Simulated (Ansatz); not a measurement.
# PtC (model cell, started as NiAs type): a soft mode frozen in

Wanted: the energy along a soft mode of PtC (model cell, started as NiAs type) and the structure at the end.

Method: DFT PBEsol, scalar-relativistic, plane waves, PAW, in Ansatz 0.2.0.

The structure was built from a prototype and need not be the compound's stable phase.

**1. Starting point**

It takes space group P6_3/mmc (No. 194, hexagonal). The conventional cell has a = 3.115 Å, b = 3.115 Å, c = 5.187 Å, α = 90.00°, β = 90.00°, γ = 120.00°. Pt has 6 C at 2.22 Å nearest. Nearest to C lie 6 Pt at 2.22 Å. Farther neighbours are not listed.

**2. Phonons on a q mesh**

The cell comes from relaxations at this level that are not shown. Stability and thermal properties need the whole zone. Linear response on a 3×3×2 q mesh gives force constants as far as a supercell of that size would.

File input.yaml:

```yaml
crystal:
  lattice:
    - [3.1153338582, -3.085e-06, 0.0]
    - [-1.5576642574, 2.697959805, 0.0]
    - [0.0, 0.0, 5.186655658]
  atoms:
    - { symbol: Pt, position: [0.0, 0.0, 0.0] }
    - { symbol: Pt, position: [0.0, 0.0, 0.5] }
    - { symbol: C, position: [0.3333333333, 0.6666666667, 0.25] }
    - { symbol: C, position: [0.6666666667, 0.3333333333, 0.75] }
kpoints:
  mp_grid: { grid: [15, 15, 8] }
hamiltonian:
  xc: pbesol
scf:
  occupations: { method: methfessel_paxton, width: 0.15 }
output:
  eigenvalues: true
phonons:
  method: dfpt
  qmesh: [3, 3, 2]
  temperatures: { t_max: 1000, t_step: 50 }
  qpath:
    path:
      - [[0.0, 0.0, 0.0], [0.5, 0.0, 0.0], [0.33333333, 0.33333333, 0.0], [0.0, 0.0, 0.0], [0.0, 0.0, 0.5], [0.5, 0.0, 0.5], [0.33333333, 0.33333333, 0.5], [0.0, 0.0, 0.5]]
      - [[0.5, 0.0, 0.5], [0.5, 0.0, 0.0]]
      - [[0.33333333, 0.33333333, 0.5], [0.33333333, 0.33333333, 0.0]]
    npoints: 10
```

The run is started by

```sh
$ ansatz run input.yaml --threads 4 --pin off --max-ram 7168MiB --backend cpu --events-out ev --progress --plain --runs-dir out
```

Numbers of over 12 decimals in the logs are rounded to 6 here.

Output:

```text
Warning: phonons: the dynamical matrix that this run interpolates holds no multipole term above the dipole-dipole one, and a site of this crystal is no centre of inversion, so its interpolated transverse optical and acoustic branches and sound speeds can stay off near Gamma, and the density of states and the thermodynamics with them. What a run solves at a wave vector of phonons.qpoints, Gamma apart, where the deck admits one, is free of this, and under fd what a larger phonons.supercell samples
Engine: ansatz 0.2.0, x86_64-unknown-linux-gnu
Pseudopotentials: kind: paw
Pseudopotential: Pt, paw, valence charge 18, recommended cutoff 420 eV (normal), Pt.paw.azcp
Pseudopotential: C, paw, valence charge 4, recommended cutoff 420 eV (normal), C.paw.azcp
Functional definition: PBEsol
  exchange = pbesol_x
  correlation = pbesol_c
Crystal: 4 atoms, lattice volume = 43.594 Å³
Basis set: ecut = 420 eV, 869 PW (Γ), exchange–correlation on 48×48×72 points (8 copies of the dense FFT grid, shifted against one another)
Bands: 27, of which v1, the nominal top of the filled ones, is band 22 counted from 1 (21 counted from 0)
Symmetry: 24 space group operations
k-points: 135 of 1800
Non-local potential: Pt, projectors of the file, l = 0: 3, l = 1: 2, l = 2: 2, l = 3: 1
Non-local potential: C, projectors of the file, l = 0: 2, l = 1: 2, l = 2: 1
PAW form: soft (Blöchl's): semilocal exchange-correlation on the pseudo side does not see the compensation charge
PAW frozen core: Pt, regenerated for the run's functional, and the local potential with it (the file was generated under x = pbe(κ = 0.804, μ = 0.219515), c = pbe(β = 0.066725))
PAW frozen core: C, regenerated for the run's functional, and the local potential with it (the file was generated under x = pbe(κ = 0.804, μ = 0.219515), c = pbe(β = 0.066725))
PAW one-centre angular grid: Pt, 590 points (default); XC on 64 Gauss nodes
PAW one-centre angular grid: C, 110 points (default); XC on 64 Gauss nodes
Initial density: superposition of atomic densities (neutral atoms: chi_scale 0, normalization atom), corrected by the library's trained network
Initial wavefunctions: pseudopotential atomic-orbital guess
Functional: x = pbesol(κ = 0.804, μ = 0.123457), c = pbesol(β = 0.046)
SCF iter   1: F=—  HF=-25256.142920 eV  |F-HF|=—  |Δ(HF+E_count)|=         —  Δρ=8.73e-3  dr2=2.01e-2  ethr=1.77e-3  ⟨swp⟩=5.2  Hψ=14246  notcnv=0
preconditioner: auto → Kerker (q_TF=auto, 2.733 Å⁻¹)  [metal: Δε(μ)=0.005 eV  Ē_g=9.135 eV  σ=0.150 eV  W_gap=0.03  n_scr=22 (ndim 8)  ℏωp=29.8 eV  f_vac=0.000  D(μ)=2.63/eV (n_scr^D=22)]
SCF iter   2: F=—  HF=-25256.140160 eV  |F-HF|=—  |Δ(HF+E_count)|=   2.76e-3  S|Δr|=    0.00e0  Δρ=4.55e-3  dr2=5.79e-3  ethr=4.56e-5  ⟨swp⟩=1.9  Hψ=5582  notcnv=0
SCF iter   3: F=—  HF=-25256.138490 eV  |F-HF|=—  |Δ(HF+E_count)|=   1.67e-3  S|Δr|=    0.00e0  Δρ=7.38e-4  dr2=2.48e-4  ethr=1.32e-5  ⟨swp⟩=2.0  Hψ=5442  notcnv=0
SCF iter   4: F=—  HF=-25256.138444 eV  |F-HF|=—  |Δ(HF+E_count)|=   4.64e-5  S|Δr|=    0.00e0  Δρ=1.80e-4  dr2=1.24e-5  ethr=5.63e-7  ⟨swp⟩=2.0  Hψ=5279  notcnv=0
SCF iter   5: F=—  HF=-25256.138451 eV  |F-HF|=—  |Δ(HF+E_count)|=   7.40e-6  S|Δr|=    0.00e0  Δρ=4.51e-5  dr2=9.41e-7  ethr=2.81e-8  ⟨swp⟩=1.5  Hψ=3948  notcnv=0
SCF iter   6: F=—  HF=-25256.138450 eV  |F-HF|=—  |Δ(HF+E_count)|=   1.18e-6  S|Δr|=    0.00e0  Δρ=8.07e-6  dr2=1.85e-8  ethr=2.14e-9  ⟨swp⟩=2.0  Hψ=5195  notcnv=0
SCF iter   7: F=—  HF=-25256.138450 eV  |F-HF|=—  |Δ(HF+E_count)|=   7.13e-9  S|Δr|=    0.00e0  Δρ=1.41e-6  dr2=7.35e-10  ethr=4.19e-11  ⟨swp⟩=2.1  Hψ=5386  notcnv=0
SCF iter   8: F=—  HF=-25256.138450 eV  |F-HF|=—  |Δ(HF+E_count)|=  1.46e-11  S|Δr|=    0.00e0  Δρ=2.81e-7  dr2=2.71e-11  ethr=1.67e-12  ⟨swp⟩=2.1  Hψ=5584  notcnv=0
SCF iter   9: F=-25256.138450 eV  HF=-25256.138450 eV  |F-HF|=1.46e-11  |Δ(HF+E_count)|=  1.46e-11  S|Δr|=    0.00e0  Δρ=6.80e-8  dr2=1.84e-12  ethr=1.00e-12  ⟨swp⟩=7.3  Hψ=16154  notcnv=0
SCF 1 converged in 9 iterations: F = -25256.138450 eV  dr2 = 1.84e-12
  greatest PAW one-centre occupation: 1.000 electrons in one spin orbital (limit 2), on the Pt atom at site 1 (counted from 0), in its partial waves of l = 0
Initial density: read from a saved state, or passed on in memory by an earlier SCF of this step, an earlier step, the calling program or the single point that the run made first
iter 1 solved again at ethr=4.91e-8 eV; its pass at ethr=3.10e-3 eV (dr2=2.16e-5 eV) is discarded
SCF iter   1: F=—  HF=-25256.138446 eV  |F-HF|=—  |Δ(HF+E_count)|=         —  Δρ=4.85e-7  dr2=8.46e-11  ethr=4.91e-8  ⟨swp⟩=3.7  Hψ=23883  notcnv=0
eigensolver tolerance schedule: the retry pair's looser diagonalisation over-reported the residual by 255273.28 of it (diagonalisation noise at an unbounded share of the residual, at the tolerance the schedule requests for it); recorded, not acted on — ethr = c·dr2/N_el stays at c = 1.0e-1
preconditioner: auto → Kerker (q_TF=auto, 2.733 Å⁻¹)  [metal: Δε(μ)=0.007 eV  Ē_g=9.127 eV  σ=0.150 eV  W_gap=0.04  n_scr=22 (ndim 8)  ℏωp=29.8 eV  f_vac=0.000  D(μ)=2.64/eV (n_scr^D=22)]
SCF iter   2: F=—  HF=-25256.138450 eV  |F-HF|=—  |Δ(HF+E_count)|=   4.49e-6  S|Δr|=    0.00e0  Δρ=2.56e-7  dr2=2.58e-11  ethr=1.00e-12  ⟨swp⟩=3.9  Hψ=9982  notcnv=0
SCF iter   3: F=—  HF=-25256.138450 eV  |F-HF|=—  |Δ(HF+E_count)|=  1.09e-11  S|Δr|=    0.00e0  Δρ=1.69e-7  dr2=1.17e-11  ethr=1.00e-12  ⟨swp⟩=2.7  Hψ=8106  notcnv=0
SCF iter   4: F=-25256.138450 eV  HF=-25256.138450 eV  |F-HF|=1.09e-11  |Δ(HF+E_count)|=  1.09e-11  S|Δr|=    0.00e0  Δρ=8.16e-8  dr2=2.88e-12  ethr=1.00e-12  ⟨swp⟩=2.0  Hψ=7159  notcnv=0
SCF 2 converged in 4 iterations: F = -25256.138450 eV  dr2 = 2.88e-12
phonons: the bands overlap, so this run is a metal and interpolates without the dipole-dipole term. If the crystal is really an insulator or semiconductor, its LO-TO splitting is missing
NSCF: frozen V_eff on 135 k-points
NSCF: frozen V_eff on 901 k-points
DFPT response loops at q = (0, 0, 0) (fractional): preconditioner auto → Kerker (q_TF=auto, 2.733 Å⁻¹) (partly filled bands, converged f_vac=0.000); β = 1.00, the filter's whole step (`scf.mixing.beta` (0.50) is not read by the response loops under this deck's `scf.mixing.preconditioner`; to damp them name `kerker` or `kerker_dos`, under which they read `scf.mixing.beta`, and type it under 1.00, their step now; both keys bind the ground state too); Broyden in place of MSR1
NSCF: frozen V_eff on 1802 k-points
DFPT response loops at q = (0, 0, -0.5) (fractional): mixed as the last ones told, above
NSCF: frozen V_eff on 3600 k-points
DFPT response loops at q = (0, 0.333333, 0) (fractional): mixed as the last ones told, above
NSCF: frozen V_eff on 3600 k-points
DFPT response loops at q = (0, 0.333333, -0.5) (fractional): mixed as the last ones told, above
NSCF: frozen V_eff on 3600 k-points
DFPT response loops at q = (0.333333, 0.333333, 0) (fractional): mixed as the last ones told, above
NSCF: frozen V_eff on 3600 k-points
DFPT response loops at q = (0.333333, 0.333333, -0.5) (fractional): mixed as the last ones told, above
SCF converged after 9 iterations
Stability not checked: this state was not tested for a lower state beside it, because cold or Methfessel-Paxton smearing, or corrected tetrahedra, fill the levels in a way that the test cannot read (fill_not_monotonic; see scf.lower_state_search)
Free energy (F): -25256.138450 eV
Harris-Foulkes:  -25256.138450 eV  (|F-HF|=1.46e-11)
Internal energy: -25256.136137 eV  (E = F + TS)
E sigma→0 (E₀):  -25256.137872 eV
Entropy (-TS):   -0.002313 eV (-0.578 meV/atom)
Fermi energy:    20.019306 eV
--- Per-component energies (eV) ---
  E_band       = -320.720162
  E_kinetic    = 1446.322742
  E_local      = -3521.674131  (includes V_loc(G=0)·N_el)
  E_nonlocal   = 457.373513
  E_hartree    = 1306.259961
  E_xc         = -615.121575
  E_vxc        = -722.323024  (∫ρ·V_xc dr)
  E_paw        = -18821.299145  (= ΣΔE_a)
  E_vpaw       = -592.939610  (= ΣTr[D̂ρ^β])
  E_aug_tail   = 0.000491  (compensation charges beyond the density's cutoff)
  E_ewald      = -5508.614156
  E_core_change = 0.616163  (= ΣΔE_core)
  E_smearing   = -0.002313  (= −TS)
  E_closure    = 0.000000  (closes the sum)
  Σ components = -25256.138450   (vs F -25256.138450, Δ=0.00e0)
--- Band table (eV; the first three rows and the last of 135) ---
  k-point 0: bands = [... 18 lower, 17.9532, 17.9532, 19.6326, 19.7181, 19.7181, 21.1298, 25.1183, 25.1183, ... 1 higher]
  k-point 1: bands = [... 18 lower, 17.6861, 17.6861, 19.4282, 20.1173, 20.1173, 20.7172, 24.9520, 24.9520, ... 1 higher]
  k-point 2: bands = [... 18 lower, 17.2013, 17.2013, 18.9443, 19.8068, 20.9522, 20.9522, 24.4788, 24.4788, ... 1 higher]
  k-point 134: bands = [... 18 lower, 17.4990, 17.4990, 19.7846, 19.7846, 19.8784, 19.8784, 24.8407, 24.8407, ... 1 higher]
--- Phonons (Γ-DFPT): 4 representative perturbations + reference (Σ response iterations 14) ---
  ASR residual: 6.567e-5 → 0.000e0 eV/Å²; symmetrization residual: 9.534e-7 eV/Å²
  ASR residual per site (eV/Å²): 6.57e-5 6.57e-5 1.78e-5 1.78e-5
  Γ frequencies (cm⁻¹): -341.61 -23.74 -23.74 0.00 0.00 0.00 203.15 387.56 387.56 437.86 437.86 504.71
--- Phonons (arbitrary-q DFPT): 6 irreducible q on the 3×3×2 mesh ---
  q = [0.0000, 0.0000, 0.0000] (star 1, of the zone-centre solve; hermiticity 9.56e-8, symmetrization 2.77e-8): -341.61 -23.74 -23.74 -0.00 -0.00 0.00 203.15 387.56 387.56 437.86 437.86 504.71
  q = [0.0000, 0.0000, -0.5000] (star 1, 4 solved perturbations in 1793 linear systems a pass and spin channel, the states on 901 of 1800 k-point pairs; hermiticity 1.87e-7, symmetrization 6.65e-8): -31.60 -31.60 -31.60 -31.60 64.00 64.00 215.85 215.85 418.96 418.96 418.96 418.96
  q = [0.0000, 0.3333, 0.0000] (star 6, 6 solved perturbations in 7410 linear systems a pass and spin channel, the states on 1800 of 1800 k-point pairs; hermiticity 7.50e-8, symmetrization 5.85e-8): -122.78 66.56 73.02 76.52 109.53 138.87 214.58 363.89 367.85 451.36 478.14 526.89
  q = [0.0000, 0.3333, -0.5000] (star 6, 6 solved perturbations in 7410 linear systems a pass and spin channel, the states on 1800 of 1800 k-point pairs; hermiticity 1.37e-7, symmetrization 5.91e-8): 44.06 44.06 53.40 53.40 118.51 118.51 207.66 207.66 434.19 434.19 533.38 533.38
  q = [0.3333, 0.3333, 0.0000] (star 2, 4 solved perturbations in 3478 linear systems a pass and spin channel, the states on 1800 of 1800 k-point pairs; hermiticity 9.24e-8, symmetrization 4.70e-8): -53.83 -53.83 40.37 129.56 129.56 216.19 300.22 300.22 396.34 471.15 471.15 559.52
  q = [0.3333, 0.3333, -0.5000] (star 2, 4 solved perturbations in 3478 linear systems a pass and spin channel, the states on 1800 of 1800 k-point pairs; hermiticity 1.95e-7, symmetrization 4.24e-8): 108.78 108.78 111.06 111.06 111.11 111.11 228.89 228.89 477.23 477.23 544.88 544.88
  sum rule: each row above includes the acoustic sum rule's correction from the zone centre's row sums; it moved no ω² by more than (0.64 cm⁻¹)²
  mesh force constants: q→R imaginary residual 1.15e-16; ASR residual 6.567e-5 → 0.000e0 eV/Å²; symmetrization residual 1.066e-14 eV/Å²
  interpolated dispersion: 93 rows × 12 modes
  density of states and harmonic sums: on the 24×24×12 q-mesh, interpolated from the force constants of a 3×3×2 supercell (no non-analytic term)
  largest difference from the sums on the solved wave vectors: F 1.29e-2 eV, S 2.53e-5 and C_V 1.43e-5 eV/K
  zero-point energy: 0.174913 eV/cell   skipped modes (ω ≤ 0): 583, of them read as no rigid motion or as one in doubt: 580 (1.255e0 modes/cell left out, lowest -341.61 cm⁻¹)   left out of the sums: 1.05e-1 of the cell's modes: C_V's classical limit lies that fraction below 3 k_B per atom; for a crystal, a wire or a layer, F and S can be off by more, and a phonons.interpolated_qmesh denser along its periods is the remedy for the sampling
```

It took 16 min on 4 threads of Intel Xeon 6975P-C (Granite Rapids), shared host; peak memory 4.5 GiB; 39 min of CPU time.

Numbers from this step:

- volume per atom: 10.90 Å³
- gap on the k-mesh: 0 eV
- sum-rule residual before enforcement: 6.57e-5 eV/Å²
- lowest frequency on the path: -341.6 cm⁻¹
- point group: 6/mmm
- highest frequency on the path or at a solved wavevector: 569 cm⁻¹
- highest optical mode at the zone centre (no LO-TO term): 504.7 cm⁻¹
- lowest optical zone-centre mode: -341.6 cm⁻¹
- lowest mode on the q mesh (acoustic modes at Γ apart): -341.6 cm⁻¹

Frequencies (cm⁻¹) solved at each irreducible wavevector; negative means imaginary. Frequencies by wavevector, by row:

```tsv
q in reciprocal lattice units	star	mode 1	mode 2	mode 3	mode 4	mode 10	mode 11	mode 12
0 0 0	1	-341.6	-23.7	-23.7	0	437.9	437.9	504.7
0 0 -0.5	1	-31.6	-31.6	-31.6	-31.6	419	419	419
0 0.3333 0	6	-122.8	66.6	73	76.5	451.4	478.1	526.9
0 0.3333 -0.5	6	44.1	44.1	53.4	53.4	434.2	533.4	533.4
0.3333 0.3333 0	2	-53.8	-53.8	40.4	129.6	471.1	471.1	559.5
0.3333 0.3333 -0.5	2	108.8	108.8	111.1	111.1	477.2	544.9	544.9
```

Interpolated from a 3×3×2 q mesh. The phonon branches at the labelled points (cm⁻¹):

```tsv
point	branch 1	branch 2	branch 3	branch 4	branch 9	branch 10	branch 11	branch 12
Γ	-342	-24	-24	0	388	438	438	505
halfway	-144	63	64	66	370	456	458	492
M	-231	-39	76	85	429	435	486	569
halfway	-137	-33	66	98	412	418	489	564
K	-54	-54	40	130	396	471	471	560
halfway	-82	67	78	78	377	447	460	512
Γ	-342	-24	-24	0	388	438	438	505
halfway	-286	-32	-32	-15	398	429	434	434
A	-32	-32	-32	-32	419	419	419	419
halfway	-56	-56	22	22	428	428	511	511
L	63	63	111	111	441	441	546	546
halfway	81	81	113	113	461	461	545	545
H	109	109	111	111	477	477	545	545
halfway	-57	-57	77	77	438	438	522	522
A	-32	-32	-32	-32	419	419	419	419
jump to L	63	63	111	111	441	441	546	546
halfway	-169	43	69	75	406	443	510	565
M	-231	-39	76	85	429	435	486	569
jump to H	109	109	111	111	477	477	545	545
halfway	43	51	51	122	458	475	475	567
K	-54	-54	40	130	396	471	471	560
```

Symmetry leaves 6 wavevectors to solve. The lowest mode among them, the acoustic zeros apart, lies at Γ and is imaginary, 341.6i cm⁻¹, so the energy falls along it.

**3. The mode frozen in, largest atomic shift 0 Å**

The mode followed lies at Γ with frequency 341.6i cm⁻¹, the softest among the wavevectors solved. At small amplitude the distorted cell has space group no. 186 by a symmetry search on the positions. The undistorted cell that holds it gives the zero of energy on the same k mesh.

input.yaml, the sections that differ from step 2:

```yaml
output:
  forces: true
  stress: true
  eigenvalues: true
# crystal, kpoints, hamiltonian, scf: as in step 2
# phonons: removed
```

Output:

```text
[...]
Crystal: 4 atoms, lattice volume = 43.594 Å³
Basis set: ecut = 420 eV, 869 PW (Γ), exchange–correlation on 48×48×72 points (8 copies of the dense FFT grid, shifted against one another)
Bands: 27, of which v1, the nominal top of the filled ones, is band 22 counted from 1 (21 counted from 0)
Symmetry: 24 space group operations
[...]
k-points: 135 of 1800
[...]
k-point 0: bands = [... 18 lower, 17.9532, 17.9532, 19.6326, 19.7180, 19.7180, 21.1297, 25.1183, 25.1183, ... 1 higher]
  k-point 1: bands = [... 18 lower, 17.6861, 17.6861, 19.4282, 20.1173, 20.1173, 20.7171, 24.9520, 24.9520, ... 1 higher]
  k-point 2: bands = [... 18 lower, 17.2013, 17.2013, 18.9443, 19.8068, 20.9521, 20.9521, 24.4788, 24.4788, ... 1 higher]
  k-point 134: bands = [... 18 lower, 17.4990, 17.4990, 19.7846, 19.7846, 19.8784, 19.8784, 24.8407, 24.8407, ... 1 higher]
[key lines of the parts left out:]
SCF converged after 6 iterations
Free energy (F): -25256.138450 eV
Fermi energy:    20.019290 eV
P = ⅓ Tr σ = -0.0002 GPa (-0.002 kbar)
```

The job ended after 1.4 s (4 threads; peak memory 0.46 GiB; 3.6 s of CPU time).

This step gave:

```yaml
pressure: -1.52e-4 GPa
energy_from_the_undistorted_cell: 0 meV/atom
```

The run ends at a pressure of 0.00 GPa.

**4. The mode frozen in, largest atomic shift 0.22 Å**

The atoms are moved along the unstable eigenvector, the largest shift by 0.22 Å, with the cell fixed.

input.yaml, the sections that differ from step 3:

```yaml
crystal:
  lattice:
    - [3.1153338582, -3.085e-06, 0.0]
    - [-1.5576642574, 2.697959805, 0.0]
    - [0.0, 0.0, 5.186655658]
  atoms:
    - { symbol: Pt, position: [0.0, 0.0, 0.0026115165] }
    - { symbol: Pt, position: [0.0, 0.0, 0.5026115165] }
    - { symbol: C, position: [0.3333333333, 0.6666666667, 0.2075834575] }
    - { symbol: C, position: [0.6666666667, 0.3333333333, 0.7075834575] }
# kpoints, hamiltonian, scf, output: as in step 3
```

Output:

```text
[...]
Crystal: 4 atoms, lattice volume = 43.594 Å³
Basis set: ecut = 420 eV, 869 PW (Γ), exchange–correlation on 48×48×72 points (8 copies of the dense FFT grid, shifted against one another)
Bands: 27, of which v1, the nominal top of the filled ones, is band 22 counted from 1 (21 counted from 0)
Symmetry: 12 space group operations
[...]
k-points: 135 of 1800 (time reversal used)
[...]
k-point 0: bands = [... 18 lower, 17.7937, 17.7937, 20.2286, 20.6137, 20.6137, 21.2991, 25.3603, 25.3603, ... 1 higher]
  k-point 1: bands = [... 18 lower, 17.6052, 17.6052, 20.0081, 20.8904, 20.8904, 20.9080, 25.2049, 25.2049, ... 1 higher]
  k-point 2: bands = [... 18 lower, 17.1798, 17.1798, 19.4949, 20.0549, 21.5598, 21.5598, 24.7628, 24.7628, ... 1 higher]
  k-point 134: bands = [... 18 lower, 17.2172, 17.2172, 19.2920, 19.2920, 20.3321, 20.3321, 24.4602, 24.4602, ... 1 higher]
[key lines of the parts left out:]
SCF converged after 6 iterations
Free energy (F): -25256.288157 eV
Fermi energy:    20.257276 eV
P = ⅓ Tr σ = 5.6423 GPa (56.423 kbar)
```

The job ended after 2.5 s (4 threads; peak memory 0.47 GiB).

Numbers from this step:

```
pressure                         : 5.642 GPa
energy from the undistorted cell : -37.51 meV/atom
```

The energy, extrapolated to zero smearing, is -37.51 meV/atom against the undistorted cell.

The run ends at a pressure of 5.64 GPa, with forces up to 0.17 eV/Å.

**5. Energy along the mode, all amplitudes (two of the runs are shown above)**

An imaginary frequency means negative curvature, so the energy should fall and then rise again as anharmonic terms take over.

Numbers from this step:

* depth at the lowest point sampled: 37.51 meV/atom
* largest atomic shift at that point: 0.22 Å

Energy from the parent against largest atomic shift:

```tsv
largest atomic shift (Å)	energy from the parent (meV/atom)
0.000	0
0.040	-2.18
0.080	-8.38
0.140	-22.3
0.220	-37.5
0.320	-26.2
0.450	59.7
```

Displacement at unit largest shift by atom:

```tsv
atom	x (Å)	y (Å)	z (Å)	size
Pt1	0.00	0.00	0.06	0.06
Pt2	0.00	0.00	0.06	0.06
C3	0.00	0.00	-1.00	1.00
C4	0.00	0.00	-1.00	1.00
```

The lowest of the steps tried is at 0.22 Å, 37.5 meV/atom below the parent; the bottom of the well need not coincide with a step.

(Part 1 of 2 ends here.)

[Logs are printed without paths, hosts, clocks, repeated set-up lines and the standing remarks that a program may print on its own settings, such as how far it seeks lower states.]

[Hosts, paths, dates, database ids (printed as entryN), source tags and the programs' standing remarks are cut or masked in the printed files.]
